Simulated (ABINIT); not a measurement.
# GaBiSe3 (Pm-3m): zone-centre phonons

Which modes does GaBiSe3 (Pm-3m) have at the zone centre?

Program: ABINIT 10.8.3. Level of theory: DFT LDA, scalar-relativistic, plane waves, HGH norm-conserving pseudopotentials. Results are calculated unless marked as measured.

This is a report of a sequence of runs, with most program output left out.

The structure was built from a prototype and need not be the compound's stable phase.

## Step 1: Starting point

Symmetry: Pm-3m, No. 221, cubic system. Conventional cell: a = 5.096 Å, b = 5.096 Å, c = 5.096 Å, α = 90.00°, β = 90.00°, γ = 90.00°. Bi has 12 Se at 3.60 Å nearest. Nearest to Ga lie 6 Se at 2.55 Å. Nearest to Se lie 2 Ga at 2.55 Å. Farther neighbours and most contacts between anions are not listed.

## Step 2: A first look

A first run with smearing and empty bands tells whether the crystal has a gap, which decides between fixed occupations and smearing later on.

File probe.abi:

```
# ground state
tolvrs 1.0d-08
prtden 1
prtwf 1

# basis, mesh and filling
ecut 20.0
ixc 7
ngkpt 4 4 4
nshiftk 1
shiftk 0.0 0.0 0.0
istwfk *1
occopt 7
tsmear 0.005
nband 20
nstep 100
diemac 9.0
prtebands 0
prtgsr 0

# cell and atoms
acell 9.630044331 9.630044331 9.630044331
rprim 
    1.0 0.0 0.0
    0.0 1.0 0.0
    0.0 0.0 1.0
ntypat 3
znucl 83 31 34
natom 5
typat 1 2 3 3 3
xred 
    0.0 0.0 0.0
    0.5 0.5 0.5
    0.5 0.5 0.0
    0.5 0.0 0.5
    0.0 0.5 0.5
pp_dirpath "./pseudo"
pseudos "Bi.hgh, Ga.hgh, Se.hgh"
```

Run with:

```console
OMP_NUM_THREADS=1 mpirun -n 4 abinit probe.abi > probe.log
```

Elapsed: 7.1 s, on 4 MPI ranks of Arm Neoverse V2, shared host.

Read from the output:

```
volume per atom   : 26.47 Å³
pressure          : -9.061 GPa
gap on the k-mesh : 0 eV
```

No gap opens on this mesh, so smearing is kept; the printed pressure holds the stress of the finite basis too.

## Step 3: Rough relaxation

The typed start is rough, so a first relaxation with smearing and loose thresholds takes it towards rest cheaply.

File prerelax.abi:

```
# relaxation
ionmov 2
optcell 2
dilatmx 1.15
chkdilatmx 0
ntime 40
tolmxf 3.0d-04
tolvrs 1.0d-10
prtwf 0
prtden 0
chksymtnons 0

# basis, mesh and filling
ecut 21.0
ecutsm 3.0
ixc 7
ngkpt 4 4 4
nshiftk 1
shiftk 0.0 0.0 0.0
istwfk *1
occopt 7
tsmear 0.005
nband 20
nstep 100
diemac 1000000.0
prtebands 0
prtgsr 0

# cell and atoms
acell 9.630044331 9.630044331 9.630044331
rprim 
    1.0 0.0 0.0
    0.0 1.0 0.0
    0.0 0.0 1.0
ntypat 3
znucl 83 31 34
natom 5
typat 1 2 3 3 3
xred 
    0.0 0.0 0.0
    0.5 0.5 0.5
    0.5 0.5 0.0
    0.5 0.0 0.5
    0.0 0.5 0.5
pp_dirpath "./pseudo"
pseudos "Bi.hgh, Ga.hgh, Se.hgh"
```

Run with:

```console
OMP_NUM_THREADS=1 mpirun -n 4 abinit prerelax.abi > prerelax.log
```

Run time: 44 s. Hardware: 4 MPI ranks.

The steps of the relaxation:

| step | energy less that of the first step (eV) | largest force (eV/Å) | volume (Å³) |
| --- | --- | --- | --- |
| 1 | 0.0000 | 0.0000 | 132.34 |
| 2 | -0.1572 | 0.0000 | 129.08 |
| 3 | -0.5403 | 0.0000 | 107.11 |
| 4 | -0.5941 | 0.0000 | 113.32 |
| 5 | -0.5965 | 0.0000 | 112.27 |

```
conventional cell, symmetrised  before  after   change
                         a (Å)   5.096  4.824   -5.3 %
                         b (Å)   5.096  4.824   -5.3 %
                         c (Å)   5.096  4.824   -5.3 %
              volume (Å³/atom)   26.47  22.45  -15.2 %
```

The relaxed structure:

```xyz
5
Lattice="4.8241 0.0000 0.0000 0.0000 4.8241 0.0000 0.0000 0.0000 4.8241" Properties=species:S:1:pos:R:3 pbc="T T T"
Bi    0.0000    0.0000    0.0000
Ga    2.4121    2.4121    2.4121
Se    2.4121    2.4121    0.0000
Se    2.4121    0.0000    2.4121
Se    0.0000    2.4121    2.4121
```

Read from the output:

```yaml
volume_per_atom: 22.45 Å³
pressure: -0.04497 GPa
```

The volume changes by -15.2 % in this run and stands -15.2 % from the first cell.

## Step 4: Rough relaxation

The cell changed much, so the rough relaxation is repeated on a basis made for the new cell.

prerelax.abi, as its differences from that of step 3:

```diff
@@ -29,3 +29,3 @@
 # cell and atoms
-acell 9.630044331 9.630044331 9.630044331
+acell 9.116243346 9.116243346 9.116243346
 rprim
```

The job ended after 10 s (4 MPI ranks).

Little changed from the start: no atom moved by 0.005 Å and no cell edge by 0.1 %.

Numbers from this step:

- pressure: -0.04500 GPa

The volume changes by +0.0 % in this run and stands -15.2 % from the first cell.

## Step 5: Relaxation

The harmonic expansion needs vanishing forces, and a free crystal bears no stress, so cell and atoms are brought to rest. Stress is more sensitive to the basis than forces are: the last 3 Ha under the cutoff are smoothed with ecutsm, and the cutoff is raised above that of the later runs.

relax.abi, as its differences from prerelax.abi of step 4:

```diff
@@ -3,7 +3,6 @@
 optcell 2
-dilatmx 1.15
-chkdilatmx 0
+dilatmx 1.08
 ntime 40
-tolmxf 3.0d-04
-tolvrs 1.0d-10
+tolmxf 1.0d-05
+tolvrs 1.0d-14
 prtwf 0
@@ -13,6 +12,6 @@
 # basis, mesh and filling
-ecut 21.0
+ecut 26.0
 ecutsm 3.0
 ixc 7
-ngkpt 4 4 4
+ngkpt 6 6 6
 nshiftk 1
@@ -21,3 +20,3 @@
 occopt 7
-tsmear 0.005
+tsmear 0.01
 nband 20
```

Run with:

```console
OMP_NUM_THREADS=1 mpirun -n 4 abinit relax.abi > relax.log
```

Elapsed: 45 s, on 4 MPI ranks; 3 min of CPU time.

Relaxation path:

| step | energy less that of the first step (eV) | largest force (eV/Å) | volume (Å³) |
| --- | --- | --- | --- |
| 1 | 0.0000 | 0.0000 | 112.27 |
| 2 | -0.0002 | 0.0000 | 112.38 |
| 3 | -0.0006 | 0.0000 | 112.82 |

```
conventional cell, symmetrised  before  after  change
                         a (Å)   4.824  4.832  +0.2 %
                         b (Å)   4.824  4.832  +0.2 %
                         c (Å)   4.824  4.832  +0.2 %
              volume (Å³/atom)   22.45  22.56  +0.5 %
```

Final coordinates:

```xyz
5
Lattice="4.8320 0.0000 0.0000 0.0000 4.8320 0.0000 0.0000 0.0000 4.8320" Properties=species:S:1:pos:R:3 pbc="T T T"
Bi    0.0000    0.0000    0.0000
Ga    2.4160    2.4160    2.4160
Se    2.4160    2.4160    0.0000
Se    2.4160    0.0000    2.4160
Se    0.0000    2.4160    2.4160
```

Read from the output:

| Quantity | Value |
| --- | --- |
| volume per atom | 22.56 Å³ |
| pressure | 0.001903 GPa |

The volume changes by +0.5 % in this run and stands -14.8 % from the first cell.

## Step 6: Self-consistent run for the response

First-order wavefunctions inherit every error of the ground state, hence the very tight tolvrs. Smearing stays on, as the first look found no gap above 0.3 eV.

File gs.abi:

```
# ground state
tolvrs 1.0d-16
prtden 1
prtwf 1

# basis, mesh and filling
ecut 20.0
ixc 7
ngkpt 6 6 6
nshiftk 1
shiftk 0.0 0.0 0.0
istwfk *1
occopt 7
tsmear 0.01
nband 20
nstep 100
diemac 1000000.0
prtebands 0
prtgsr 0

# cell and atoms
acell 9.131156156 9.131156156 9.131156156
rprim 
    1.0 0.0 0.0
    0.0 1.0 0.0
    0.0 0.0 1.0
ntypat 3
znucl 83 31 34
natom 5
typat 1 2 3 3 3
xred 
    0.0 0.0 0.0
    0.5 0.5 0.5
    0.5 0.5 0.0
    0.5 0.0 0.5
    0.0 0.5 0.5
pp_dirpath "./pseudo"
pseudos "Bi.hgh, Ga.hgh, Se.hgh"
```

Run with:

```console
OMP_NUM_THREADS=1 mpirun -n 4 abinit gs.abi > gs.log
```

Elapsed: 13 s, on 4 MPI ranks; 50 s of CPU time.

Numbers from this step:

* pressure: -1.095 GPa

The cell stands at -1.1 GPa: the relaxation ran with a smoothed and higher cutoff, and the difference is a stress of the finite basis.

## Step 7: Linear response at Γ

At q = 0 one unit cell holds all displacements. The response is solved for single atoms along the cell's directions, and symmetry skips those that follow from others. The crystal is treated as a metal, which screens a static field, so no field response is asked.

File dfpt_gamma.abi:

```

# common to the responses
getwfk_filepath "gso_WFK"
kptopt 2
nqpt 1
qpt 0.0 0.0 0.0
asr 0
chneut 0

# displacements
rfphon 1
rfatpol 1 5
rfdir 1 1 1
tolvrs 1.0d-10
prtwf 0

# basis, mesh and filling
ecut 20.0
ixc 7
ngkpt 6 6 6
nshiftk 1
shiftk 0.0 0.0 0.0
istwfk *1
occopt 7
tsmear 0.01
nband 20
nstep 100
diemac 1000000.0
prtebands 0
prtgsr 0

# cell and atoms
acell 9.131156156 9.131156156 9.131156156
rprim 
    1.0 0.0 0.0
    0.0 1.0 0.0
    0.0 0.0 1.0
ntypat 3
znucl 83 31 34
natom 5
typat 1 2 3 3 3
xred 
    0.0 0.0 0.0
    0.5 0.5 0.5
    0.5 0.5 0.0
    0.5 0.0 0.5
    0.0 0.5 0.5
pp_dirpath "./pseudo"
pseudos "Bi.hgh, Ga.hgh, Se.hgh"
```

Run with:

```console
OMP_NUM_THREADS=1 mpirun -n 4 abinit dfpt_gamma.abi > dfpt_gamma.log
```

Elapsed: 97 s, on 4 MPI ranks.

This step gave:

```
largest acoustic frequency at the zone centre before the sum rule : 3.01 cm⁻¹
highest optical zone-centre mode (no LO-TO term)                  : 235.5 cm⁻¹
lowest optical zone-centre mode                                   : -103.3 cm⁻¹
```

The acoustic modes at Γ come out as far as 3.0 cm⁻¹ from zero, where they should vanish, a small numerical error. The lowest optical mode is imaginary, 103i cm⁻¹, an instability at this level and on this k mesh.

## Step 8: Modes with the sum rule

anaddb reads the merged derivatives and imposes the acoustic sum rule.

File anaddb.abi:

```
ddb_filepath "gamma_DDB"
output_file "anaddb.abo"
outdata_prefix "anaddb"
asr 1
chneut 1
enunit 2
eivec 1
nph1l 1
qph1l 0.0 0.0 0.0 1.0
```

File mrgddb.in:

```
gamma_DDB
merged
2
dfpt_gammao_DDB
gso_DDB
```

Run with:

```console
mrgddb < mrgddb.in > mrgddb.log
OMP_NUM_THREADS=1 anaddb anaddb.abi > anaddb.log
```

Elapsed: 0.51 s, on 1 thread.

Read from the output:

```yaml
highest_optical_zone_centre_mode_no_lo_to_term: 235.4 cm⁻¹
```

No LO-TO term; unit eigenvectors of the mass-weighted matrix, from anaddb's displacements. The modes at Γ (shares of kinetic energy by element, %) (negative means imaginary):

```csv
mode,frequency (cm⁻¹),symmetry,Bi %,Ga %,Se %
1,-103.3,T1u,37,3,60
2,-103.3,T1u,37,3,60
3,-103.3,T1u,37,3,60
4,-94.1,T2u,0,0,100
5,-94.1,T2u,0,0,100
6,-94.1,T2u,0,0,100
7,-8.3,T1u,22,54,24
8,-8.3,T1u,22,54,24
9,-8.3,T1u,22,54,24
10,0.0,acoustic,41,14,46
11,0.0,acoustic,41,14,46
12,0.0,acoustic,41,14,46
13,235.4,T1u,0,30,70
14,235.4,T1u,0,30,70
15,235.4,T1u,0,30,70
```

Displacements in mode 3 (-103.3 cm⁻¹), the largest set to 1:
```
Bi1  0.69  0.00  0.00
Ga2  0.32  0.00  0.00
Se3 -1.00  0.00  0.00
Se4 -1.00  0.00  0.00
Se5 -0.10  0.00  0.00
```

Displacements in mode 6 (-94.1 cm⁻¹), the largest set to 1:
```
Bi1  0.00  0.00  0.00
Ga2  0.00  0.00  0.00
Se3  1.00  0.00  0.00
Se4 -1.00  0.00  0.00
Se5  0.00  0.00  0.00
```

The rule also moves an optical mode by 0.3 cm⁻¹.

## Step 9: Sum rules set otherwise (asr 0)

Without the rule the raw error of the acoustic modes shows.

anaddb.abi, as its differences from that of step 8:

```diff
@@ -3,4 +3,4 @@
 outdata_prefix "anaddb"
-asr 1
-chneut 1
+asr 0
+chneut 0
 enunit 2
```

mrgddb.in is that of step 8.

It took 0.5 s on 1 thread.

This step gave:

| Quantity | Value |
| --- | --- |
| highest optical zone-centre mode (no LO-TO term) | 235.5 cm⁻¹ |

Zone-centre frequencies as printed; negative means imaginary. Modes:

```csv
mode,frequency (cm⁻¹)
1,-103.3
2,-103.3
3,-103.3
4,-93.96
5,-93.96
6,-93.96
7,-7.9
8,-7.9
9,-7.9
10,3.01
11,3.01
12,3.01
13,235.5
14,235.5
15,235.5
```

## Step 10: Summary of results

```
space group after relaxation                                           : Pm-3m
volume per atom                                                        : 22.6 Å³
highest optical zone-centre mode (no LO-TO term)                       : 235.4 cm⁻¹
lowest optical zone-centre mode                                        : -103.3 cm⁻¹
imaginary optical modes at the zone centre (no q mesh in this session) : yes
```

In words: At the LDA level the optical modes of GaBiSe3 (Pm-3m) at the zone centre run from 103i to 235 cm⁻¹, so the structure is a saddle point, with 6 modes beyond 10i cm⁻¹ there. The base run prints -1.1 GPa, mostly the error of a finite basis; the relaxation, with a smoothed and higher cutoff, had brought the cell to rest. These are harmonic frequencies at zero temperature: anharmonic shifts and linewidths and thermal expansion are left out. Spin-orbit coupling is left out, which can matter for the heavy elements here. The HGH files keep few electrons and have no core correction, which is cheap but rough for Bi and Ga. In a metal the frequencies hang on the k mesh and the smearing, most of all near Kohn anomalies. The structure is a hypothetical one, built on a prototype.

[Host names and launcher messages were left out of these logs when they were recorded.]

[Logs are printed without paths, hosts, clocks, repeated set-up lines and the standing remarks that a program may print on its own settings, such as how far it seeks lower states.]

[Hosts, paths, dates, database ids (printed as entryN), source tags and the programs' standing remarks are cut or masked in the printed files.]
